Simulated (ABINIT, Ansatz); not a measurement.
Records of electronic-structure calculations.

**Rb2AlTlH6 (Fm-3m): G0W0 with ABINIT, start to end**

Symmetry: Fm-3m, No. 225, cubic system. Conventional cell: a = 8.687 Å, b = 8.687 Å, c = 8.687 Å, α = 90.00°, β = 90.00°, γ = 90.00°. Rb has 12 H at 3.10 Å nearest. Nearest to Al lie 6 H at 1.79 Å. Tl has 6 H at 2.56 Å nearest. Nearest to H lie 1 Al at 1.79 Å and 4 H at 2.53 Å and 1 Tl at 2.56 Å and 4 Rb at 3.10 Å. Farther neighbours, and contacts between anions beyond the nearest, are not listed.

```xyz
10
Lattice="0.0000 4.3434 4.3434 4.3434 0.0000 4.3434 4.3434 4.3434 0.0000" Properties=species:S:1:pos:R:3 pbc="T T T"
Rb    2.1717    2.1717    2.1717
Rb    6.5150    6.5150    6.5150
Al    4.3434    4.3434    4.3434
Tl    0.0000    0.0000    0.0000
H     6.1315    4.3434    4.3434
H     4.3434    2.5553    4.3434
H     4.3434    6.1315    4.3434
H     4.3434    4.3434    6.1315
H     4.3434    4.3434    2.5553
H     2.5553    4.3434    4.3434
```

```yaml
method: RPA screening on LDA, plane waves, norm-conserving pseudopotentials (and 2 further levels or steps)
program: ABINIT 10.8.3
settings: cutoff 34 Ha, PseudoDojo scalar-relativistic 0.4.1 stringent, norm-conserving, ngkpt (2, 2, 2), nband 104, ecuteps 3.6 Ha, inclvkb 2, shiftk (0, 0, 0), symchi 1, awtr 1, frequency ppm, 2×2×2 k-mesh
notes: The program’s warnings: nproc spkpt=  >= nkpt= * nsppol=. The cell and positions are those that the Materials Project relaxed with its own functionals (PBE, PBE+U or r2SCAN), kept fixed. Limits: no spin-orbit coupling. The 2×2×2 mesh is coarse for this cell, which bears on the long-range parts of exchange and screening.
lda_gap: 0.40 eV, indirect
g0w0_gap_on_the_mesh: 1.42 eV
gw_settings: 2×2×2 mesh, 104 bands, screening to 98 eV, Godby-Needs plasmon pole
known_limits: short of the basis limit; no spin-orbit coupling; coarse k mesh
```

G0W0 moves the gap on the mesh from 0.40 eV to 1.42 eV (+1.03 eV), with Z of 0.78 and 0.81 at the edges. Local fields lower the RPA ε∞ on this mesh from 10.49 to 9.01; a Γ-centred mesh this coarse tends to raise both, most where the direct gap is narrow, while a short band sum lowers them.

[Long decimals in the printed logs are rounded to 6 places.]

[Logs are printed without paths, hosts, clocks, repeated set-up lines and the standing remarks that a program may print on its own settings, such as how far it seeks lower states.]

[Paths, hosts, dates, memory and timing lines, banners, echoed tables and standing remarks are left out of the program output; an Ansatz launch command may be rebuilt from the run's recorded settings. Measured values are a selection of at most five: reports struck by readers or far from the other reports are left out. None is set beside runs whose start may be inverted or whose files or cutoffs have a known fault.]

[Runs of the session that timed out or met a known fault of the program may be left out.]

[Hosts, paths, dates, database ids (printed as entryN), source tags and the programs' standing remarks are cut or masked in the printed files.]

[G0W0 gaps are taken among the corrected bands and points alone; a level outside them can change the order at an edge.]

[Where Ansatz stands beside ABINIT at settings called matched, ABINIT's density can come from a denser mesh and the files from another edition; pairs whose starting gaps differed by over 0.03 eV were left out, so agreement reads better than it is.]
